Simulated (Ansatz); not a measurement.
# Grüneisen parameters and expansion of KBr (Fm-3m)

Wanted: mode Grüneisen parameters of KBr and a free-energy fit over volumes.

Experimental results on record:
- volume expansion coefficient 116.1 1e-6/K and heat capacity C_P per formula unit 52.3 J/mol/K near room temperature (given in “High-Throughput Prediction of Finite-Temperature Properties using the Quasi-Harmonic Approximation”, 2016, arXiv:1603.06924)
- volume expansion coefficient 117.6 1e-6/K near room temperature (given in “Descriptors for thermal expansion in solids”, 2017, arXiv:1701.03966)

Program: Ansatz 0.2.0. Level of theory: DFT PBE, scalar-relativistic, plane waves, PAW. Results are calculated unless marked as measured.

This is a report of a sequence of runs, with most program output left out.

### Step 1. Set-up

Symmetry: Fm-3m, No. 225, cubic system. The conventional cell has a = 6.600 Å, b = 6.600 Å, c = 6.600 Å, α = 90.00°, β = 90.00°, γ = 90.00°. Nearest to K lie 6 Br at 3.30 Å. Nearest to Br lie 6 K at 3.30 Å. Farther neighbours and most contacts between anions are not listed.

### Step 2. A first coarse run

A cheap single point shows whether the cell is a metal or an insulator and how far it is from rest; that sets the k-mesh and the occupations of what follows.

Input file input.yaml:

```yaml
crystal:
  lattice:
    - [0.0, 3.3, 3.3]
    - [3.3, 0.0, 3.3]
    - [3.3, 3.3, 0.0]
  atoms:
    - { symbol: K, position: [0.0, 0.0, 0.0] }
    - { symbol: Br, position: [0.5, 0.5, 0.5] }
kpoints:
  mp_grid: { grid: [6, 6, 6] }
hamiltonian:
  xc: pbe
scf:
  occupations: { method: gaussian, width: 0.1 }
output:
  forces: true
  stress: true
  eigenvalues: true
```

On the command line:

```
$ ansatz run input.yaml --threads 2 --pin off --max-ram 5120MiB --backend cpu --events-out ev --progress --plain --runs-dir out
```

Wall time 0.98 s (2 threads of Arm Neoverse V2, shared host); peak memory 0.28 GiB; 1 s of CPU time.

Numbers from this step:

```yaml
pressure: 0.7179 GPa
gap_on_the_k_mesh: 4.436 eV
volume_per_atom: 35.94 Å³
```

The start is under 0.72 GPa at this level and looks like an insulator or semiconductor on this mesh.

### Step 3. Relaxation

Phonons are second derivatives about a minimum, so cell and atoms are relaxed first, inside the symmetry of the start.

input.yaml, the sections that differ from step 2:

```yaml
scf:
  occupations: { method: gaussian, width: 0.02 }
relax:
  adjacent_minimum: "off"
  f_tol: 0.005
  max_steps: 80
  cell: { stress_tol: 0.05 }
# crystal, kpoints, hamiltonian, output: as in step 2
```

Run time: 2.1 s. Hardware: 2 threads; peak memory 0.3 GiB; 4 s of CPU time.

The steps of the relaxation:

```
step  energy less that of the first step (eV)  largest force component (eV/Å)  pressure (GPa)  volume (Å³)
   1                                   0.0000                          0.0000            0.72        71.87
   2                                  -0.0053                          0.0000            0.37        73.46
   3                                  -0.0074                          0.0000            0.03        75.22
  4*                                  -0.0075                          0.0000            0.03        75.22
```

Relaxation steps marked * repeat the geometry before them on a plane-wave basis chosen anew for their cell, so energy and pressure can jump there.

Forces are held to the 48 operations that the run works with; a distortion that breaks them can't arise in this run.

```
conventional cell, symmetrised  before  after  change
                         a (Å)   6.600  6.701  +1.5 %
                         b (Å)   6.600  6.701  +1.5 %
                         c (Å)   6.600  6.701  +1.5 %
              volume (Å³/atom)   35.94  37.61  +4.7 %
```

The relaxed structure:

```
K Br
1.0
     0.00000    3.35045    3.35045
     3.35045    0.00000    3.35045
     3.35045    3.35045    0.00000
K Br
1 1
Direct
  0.00000 0.00000 0.00000
  0.50000 0.50000 0.50000
```

Numbers from this step:

```yaml
pressure: 0.02804 GPa
gap_on_the_k_mesh: 4.316 eV
volume_per_atom: 37.61 Å³
```

The relaxation ends with a pressure of 0.03 GPa.

### Step 4. Relaxing to small residual forces and stress

The relaxation is repeated with tighter thresholds on force and stress, since phonons are sensitive to what is left; a change of mesh or smearing in the input moves the cell too.

Input file input.yaml:

```yaml
crystal:
  lattice:
    - [0.0, 3.3504479083, 3.3504479083]
    - [3.3504479083, 0.0, 3.3504479083]
    - [3.3504479083, 3.3504479083, 0.0]
  atoms:
    - { symbol: K, position: [0.0, 0.0, 0.0] }
    - { symbol: Br, position: [0.5, 0.5, 0.5] }
kpoints:
  mp_grid: { grid: [8, 8, 8] }
hamiltonian:
  xc: pbe
scf:
  occupations: { method: fixed }
output:
  forces: true
  stress: true
  eigenvalues: true
relax:
  adjacent_minimum: "off"
  f_tol: 0.001
  max_steps: 60
  cell: { stress_tol: 0.01 }
```

Wall time 3.3 s (2 threads); peak memory 0.32 GiB; 6.3 s of CPU time.

Little changed from the start: no atom moved by 0.005 Å and no cell edge by 0.1 %.

Numbers from this step:

| Quantity | Value |
| --- | --- |
| pressure | 9.31e-6 GPa |
| gap on the k-mesh | 4.311 eV |
| volume per atom | 37.69 Å³ |

The residual pressure is 9.3e-6 GPa, small enough for phonons.

### Step 5. Lattice dynamics at this volume, V/V0 1

Phonons at this volume give one point of F(V, T); meshes stay fixed along the series.

Input file input.yaml:

```yaml
crystal:
  lattice:
    - [0.0, 3.3527581501, 3.3527581501]
    - [3.3527581501, 0.0, 3.3527581501]
    - [3.3527581501, 3.3527581501, 0.0]
  atoms:
    - { symbol: K, position: [0.0, 0.0, 0.0] }
    - { symbol: Br, position: [0.5, 0.5, 0.5] }
kpoints:
  mp_grid: { grid: [8, 8, 8] }
hamiltonian:
  xc: pbe
scf:
  occupations: { method: fixed }
output:
  eigenvalues: true
phonons:
  method: dfpt
  dielectric: true
  rigid_motions: translations
  qmesh: [4, 4, 4]
  temperatures: { t_max: 1000, t_step: 50 }
  qpath:
    path:
      - [[0.0, 0.0, 0.0], [0.5, 0.0, 0.5], [0.625, 0.25, 0.625]]
      - [[0.375, 0.375, 0.75], [0.0, 0.0, 0.0], [0.5, 0.5, 0.5], [0.5, 0.25, 0.75], [0.5, 0.0, 0.5]]
    npoints: 10
```

The job ended after 2.6 min (2 threads; peak memory 1.2 GiB).

This step gave:

```
Γ frequencies                            : 0, 0, 0, 100.2, 100.2, 100.2 cm⁻¹ (negative: imaginary)
lowest frequency on the path             : 0 cm⁻¹
zero-point energy                        : 0.03064 eV/cell
point group                              : m-3m
highest frequency                        : 151.3 cm⁻¹
Debye temperature from the second moment : 162 K
```

LO-TO term included. The phonon branches at the labelled points (cm⁻¹):

```csv
point,branch 1,branch 2,branch 3,branch 4,branch 5,branch 6
Γ,0,0,0,100,100,151
halfway,31,31,72,102,102,124
X,42,42,72,104,104,111
halfway,45,51,71,102,106,110
U,52,66,68,98,109,109
jump to K,52,66,68,98,109,109
halfway,37,53,67,89,104,136
Γ,0,0,0,100,100,151
halfway,40,40,57,96,96,145
L,63,63,86,86,88,135
halfway,60,63,78,92,100,121
W,60,60,71,99,107,107
halfway,48,56,69,102,105,110
X,42,42,72,104,104,111
```

Tetrahedra on 16 16 16, mean over bins of 2 cm⁻¹. Table of phonon density of states by wavenumber; read off at these points:

wavenumber (cm⁻¹), phonon density of states (1/cm⁻¹/cell) and a bar:
```
      1.0      0.000 
      5.0      0.000 
      9.0      0.001 
     13.0      0.002 
     17.0      0.003 #
     21.0      0.006 #
     25.0      0.009 ##
     29.0      0.013 ###
     33.0      0.018 ####
     37.0      0.025 #####
     41.0      0.038 #######
     45.0      0.052 ##########
     49.0      0.057 ###########
     53.0      0.064 #############
     57.0      0.079 ################
     59.0      0.090 ##################
     61.0      0.070 ##############
     63.0      0.151 ##############################
     65.0      0.060 ############
     69.0      0.040 ########
     73.0      0.061 ############
     77.0      0.089 ##################
     79.0      0.058 ############
     83.0      0.011 ##
     87.0      0.030 ######
     91.0      0.075 ###############
     95.0      0.094 ###################
     99.0      0.117 #######################
    101.0      0.146 #############################
    103.0      0.146 #############################
    107.0      0.042 ########
    111.0      0.068 ##############
    115.0      0.034 #######
    119.0      0.029 ######
    123.0      0.026 #####
    127.0      0.025 #####
    131.0      0.025 #####
    135.0      0.021 ####
    139.0      0.015 ###
    143.0      0.011 ##
    147.0      0.007 #
    151.0      0.001
```

Harmonic. Thermo, by row:

```
T (K)  F_vib (meV/atom)  S (J/mol-atom/K)  C_V (J/mol-atom/K)
    0             15.32                 0                   0
   50             13.44             10.53               15.91
  100              4.28             23.96                  22
  150            -10.68             33.23               23.56
  200            -29.76              40.1               24.15
  250            -51.99             45.53               24.43
  300            -76.78             49.99               24.58
  350            -103.7             53.79               24.68
  400            -132.4             57.09               24.74
  450            -162.8             60.01               24.78
  500            -194.6             62.62               24.81
  550            -227.7             64.98               24.83
  600            -261.9             67.15               24.85
  650            -297.2             69.14               24.86
  700            -333.5             70.98               24.87
  750            -370.8              72.7               24.88
  800            -408.9              74.3               24.89
  850            -447.8             75.81               24.89
  900            -487.4             77.23                24.9
  950            -527.8             78.58                24.9
 1000            -568.8             79.86               24.91
```

The modes has structure finer than the step of the table below, so its rows give means over 5 cm⁻¹, whole bins alone (the curve runs from -10 to 165 cm⁻¹). Peaks (cm⁻¹: height): Br 62.8: 0.0893, 76.0: 0.0637, 101.4: 0.0351; K 101.4: 0.0983.

Phonopy on the run's constants, 15x15x15 mesh, Gaussian sigma 2.0 cm⁻¹. Table of modes by wavenumber; means over each step; values in 1/cm⁻¹/cell:

```
wavenumber (cm⁻¹)       Br        K
               -5   1.4e-5   4.7e-6
                0   9.1e-5   4.5e-5
                5   1.0e-4   5.0e-5
               10   9.5e-4   4.6e-4
               15  0.00174   8.2e-4
               20  0.00385  0.00177
               25  0.00595  0.00264
               30   0.0102  0.00436
               35   0.0154  0.00634
               40   0.0259   0.0100
               45   0.0372   0.0133
               50   0.0442   0.0138
               55   0.0549   0.0137
               60   0.0766   0.0118
               65   0.0643  0.00748
               70   0.0405  0.00742
               75   0.0577   0.0107
               80   0.0393  0.00760
               85  0.00846   0.0165
               90   0.0114   0.0523
               95   0.0210   0.0723
              100   0.0315   0.0922
              105   0.0237   0.0716
              110  0.00681   0.0419
              115  0.00232   0.0322
              120  0.00170   0.0261
              125  0.00202   0.0233
              130  0.00254   0.0216
              135  0.00298   0.0177
              140  0.00301   0.0110
              145  0.00245  0.00668
              150  0.00109  0.00252
              155   7.2e-5   1.6e-4
              160        0   1.0e-7
```

Born charge (rows field, columns displacement) (e), principal values of the symmetric part by kind of site:

```csv
atom,atoms with these values,low,middle,high,mean
K1,1,1.14,1.14,1.14,1.14
Br2,1,-1.14,-1.14,-1.14,-1.14
```

In full for K1:

```
1.14 0.00 0.00
0.00 1.14 0.00
0.00 0.00 1.14
```

ε∞:

```
2.50 0.00 0.00
0.00 2.50 0.00
0.00 0.00 2.50
```

No LO-TO term. Modes at Γ, with each element's share of the kinetic energy:

```
mode  frequency (cm⁻¹)  symmetry  K %  Br %
   1               0.0       T1u   33    67
   2               0.0       T1u   33    67
   3               0.0       T1u   33    67
   4             100.3       T1u   67    33
   5             100.3       T1u   67    33
   6             100.3       T1u   67    33
```

Displacements in mode 6 (100.3 cm⁻¹), the largest set to 1:
```
K1   0.00  1.00  0.46
Br2  0.00 -0.49 -0.23
```

No mode is imaginary beyond numerical noise at the solved wavevectors.

### Step 6. A cell at another volume, V/V0 1.015

Symmetry fixes every atom, so a single point at the scaled cell gives the energy and pressure of this member.

The cell differs from the one that the last finished run ended in (a 4.742 → 4.765 Å, b 4.742 → 4.765 Å, c 4.742 → 4.765 Å).

input.yaml, the sections that differ from step 5:

```yaml
crystal:
  lattice:
    - [0.0, 3.3694388135, 3.3694388135]
    - [3.3694388135, 0.0, 3.3694388135]
    - [3.3694388135, 3.3694388135, 0.0]
  atoms:
    - { symbol: K, position: [0.0, 0.0, 0.0] }
    - { symbol: Br, position: [0.5, 0.5, 0.5] }
output:
  forces: true
  stress: true
  eigenvalues: true
# kpoints, hamiltonian, scf: as in step 5
# phonons: removed
```

It took 0.91 s on 2 threads; peak memory 0.3 GiB; 1.7 s of CPU time.

Numbers from this step:

```yaml
pressure: -0.1933 GPa
gap_on_the_k_mesh: 4.273 eV
volume_per_atom: 38.25 Å³
```

At this level the gap is 4.27 eV on the k-mesh of the self-consistent run, which can miss the band edges.

### Step 7. Lattice dynamics at this volume, V/V0 1.015

input.yaml, the sections that differ from step 6:

```yaml
output:
  eigenvalues: true
phonons:
  method: dfpt
  dielectric: true
  rigid_motions: translations
  qmesh: [4, 4, 4]
  temperatures: { t_max: 1000, t_step: 50 }
  qpath:
    path:
      - [[0.0, 0.0, 0.0], [0.5, 0.0, 0.5], [0.625, 0.25, 0.625]]
      - [[0.375, 0.375, 0.75], [0.0, 0.0, 0.0], [0.5, 0.5, 0.5], [0.5, 0.25, 0.75], [0.5, 0.0, 0.5]]
    npoints: 10
# crystal, kpoints, hamiltonian, scf: as in step 6
```

The job ended after 2.7 min (2 threads; peak memory 1.2 GiB).

LO-TO term included. Phonon branches along the path, in cm⁻¹:

| point | branch 1 | branch 2 | branch 3 | branch 4 | branch 5 | branch 6 |
| --- | --- | --- | --- | --- | --- | --- |
| Γ | 0 | 0 | 0 | 96 | 96 | 149 |
| halfway | 31 | 31 | 70 | 98 | 98 | 122 |
| X | 42 | 42 | 72 | 100 | 100 | 107 |
| halfway | 45 | 51 | 71 | 98 | 102 | 106 |
| U | 52 | 66 | 67 | 94 | 105 | 106 |
| jump to K | 52 | 66 | 67 | 94 | 105 | 106 |
| halfway | 38 | 51 | 66 | 86 | 100 | 133 |
| Γ | 0 | 0 | 0 | 96 | 96 | 149 |
| halfway | 39 | 39 | 56 | 92 | 92 | 143 |
| L | 61 | 61 | 83 | 83 | 86 | 132 |
| halfway | 59 | 62 | 77 | 89 | 96 | 118 |
| W | 61 | 61 | 69 | 96 | 103 | 103 |
| halfway | 49 | 55 | 69 | 99 | 101 | 106 |
| X | 42 | 42 | 72 | 100 | 100 | 107 |

No mode is imaginary beyond numerical noise at the solved wavevectors. The highest zone-centre mode (no LO–TO term) moved by -3.8 % for a volume change of +1.5 %.

### Step 8. Single point at a scaled cell, V/V0 0.985

The cell differs from the one that the last finished run ended in (a 4.765 → 4.718 Å, b 4.765 → 4.718 Å, c 4.765 → 4.718 Å).

input.yaml, the sections that differ from step 7:

```yaml
crystal:
  lattice:
    - [0.0, 3.3359098349, 3.3359098349]
    - [3.3359098349, 0.0, 3.3359098349]
    - [3.3359098349, 3.3359098349, 0.0]
  atoms:
    - { symbol: K, position: [0.0, 0.0, 0.0] }
    - { symbol: Br, position: [0.5, 0.5, 0.5] }
output:
  forces: true
  stress: true
  eigenvalues: true
# kpoints, hamiltonian, scf: as in step 7
# phonons: removed
```

Elapsed: 0.84 s, on 2 threads; peak memory 0.3 GiB; 1.6 s of CPU time.

The run ends at a pressure of 0.21 GPa.

### Step 9. Phonons, V/V0 0.985

input.yaml, the sections that differ from step 8:

```yaml
output:
  eigenvalues: true
phonons:
  method: dfpt
  dielectric: true
  rigid_motions: translations
  qmesh: [4, 4, 4]
  temperatures: { t_max: 1000, t_step: 50 }
  qpath:
    path:
      - [[0.0, 0.0, 0.0], [0.5, 0.0, 0.5], [0.625, 0.25, 0.625]]
      - [[0.375, 0.375, 0.75], [0.0, 0.0, 0.0], [0.5, 0.5, 0.5], [0.5, 0.25, 0.75], [0.5, 0.0, 0.5]]
    npoints: 10
# crystal, kpoints, hamiltonian, scf: as in step 8
```

Elapsed: 2.6 min, on 2 threads; peak memory 1.2 GiB.

LO-TO term included. The phonon branches at the labelled points (cm⁻¹):

```
    point  branch 1  branch 2  branch 3  branch 4  branch 5  branch 6
        Γ         0         0         0       104       104       154
  halfway        30        30        75       106       106       126
        X        42        42        72       108       108       115
  halfway        45        51        71       106       110       115
        U        53        66        68       102       113       113
jump to K        53        66        68       102       113       113
  halfway        37        55        69        92       108       138
        Γ         0         0         0       104       104       154
  halfway        41        41        58        99        99       148
        L        65        65        89        89        90       137
  halfway        62        64        79        96       104       124
        W        60        60        73       102       112       112
  halfway        48        57        69       106       109       114
        X        42        42        72       108       108       115
```

No mode is imaginary beyond numerical noise at the solved wavevectors. The highest zone-centre mode (no LO–TO term) moved by +3.9 % for a volume change of -1.5 %.

### Step 10. Single point at a scaled cell, V/V0 1.03

The cell differs from the one that the last finished run ended in (a 4.718 → 4.788 Å, b 4.718 → 4.788 Å, c 4.718 → 4.788 Å).

input.yaml, the sections that differ from step 9:

```yaml
crystal:
  lattice:
    - [0.0, 3.3859559344, 3.3859559344]
    - [3.3859559344, 0.0, 3.3859559344]
    - [3.3859559344, 3.3859559344, 0.0]
  atoms:
    - { symbol: K, position: [0.0, 0.0, 0.0] }
    - { symbol: Br, position: [0.5, 0.5, 0.5] }
output:
  forces: true
  stress: true
  eigenvalues: true
# kpoints, hamiltonian, scf: as in step 9
# phonons: removed
```

The job ended after 0.86 s (2 threads; peak memory 0.32 GiB).

The run ends at a pressure of -0.37 GPa.

### Step 11. Phonons, V/V0 1.03

The same q-mesh and k-mesh are kept at every volume, so that much of their error can cancel in the differences.

input.yaml, the sections that differ from step 10:

```yaml
output:
  eigenvalues: true
phonons:
  method: dfpt
  dielectric: true
  rigid_motions: translations
  qmesh: [4, 4, 4]
  temperatures: { t_max: 1000, t_step: 50 }
  qpath:
    path:
      - [[0.0, 0.0, 0.0], [0.5, 0.0, 0.5], [0.625, 0.25, 0.625]]
      - [[0.375, 0.375, 0.75], [0.0, 0.0, 0.0], [0.5, 0.5, 0.5], [0.5, 0.25, 0.75], [0.5, 0.0, 0.5]]
    npoints: 10
# crystal, kpoints, hamiltonian, scf: as in step 10
```

Run time: 2.9 min. Hardware: 2 threads; peak memory 1.2 GiB.

LO-TO term included. Phonon branches along the path, in cm⁻¹:

```
    point  branch 1  branch 2  branch 3  branch 4  branch 5  branch 6
        Γ         0         0         0        93        93       146
  halfway        31        31        67        94        94       120
        X        43        43        72        96        96       103
  halfway        45        50        71        94        98       102
        U        51        66        67        90       101       102
jump to K        51        66        67        90       101       102
  halfway        38        49        64        83        96       131
        Γ         0         0         0        93        93       146
  halfway        38        38        55        89        89       140
        L        58        58        80        80        85       130
  halfway        58        61        76        86        92       116
        W        61        61        67        93        99        99
  halfway        49        55        69        95        97       102
        X        43        43        72        96        96       103
```

No mode is imaginary beyond numerical noise at the solved wavevectors. The highest zone-centre mode (no LO–TO term) moved by -7.5 % for a volume change of +3.0 %.

[end of part 1 of 2]

[Logs are printed without paths, hosts, clocks, repeated set-up lines and the standing remarks that a program may print on its own settings, such as how far it seeks lower states.]

[Hosts, paths, dates, database ids (printed as entryN), source tags and the programs' standing remarks are cut or masked in the printed files.]

[A step with changed settings may run another functional than the one named; its input shows which.]

[Of the runs on displaced cells, only some may be shown.]
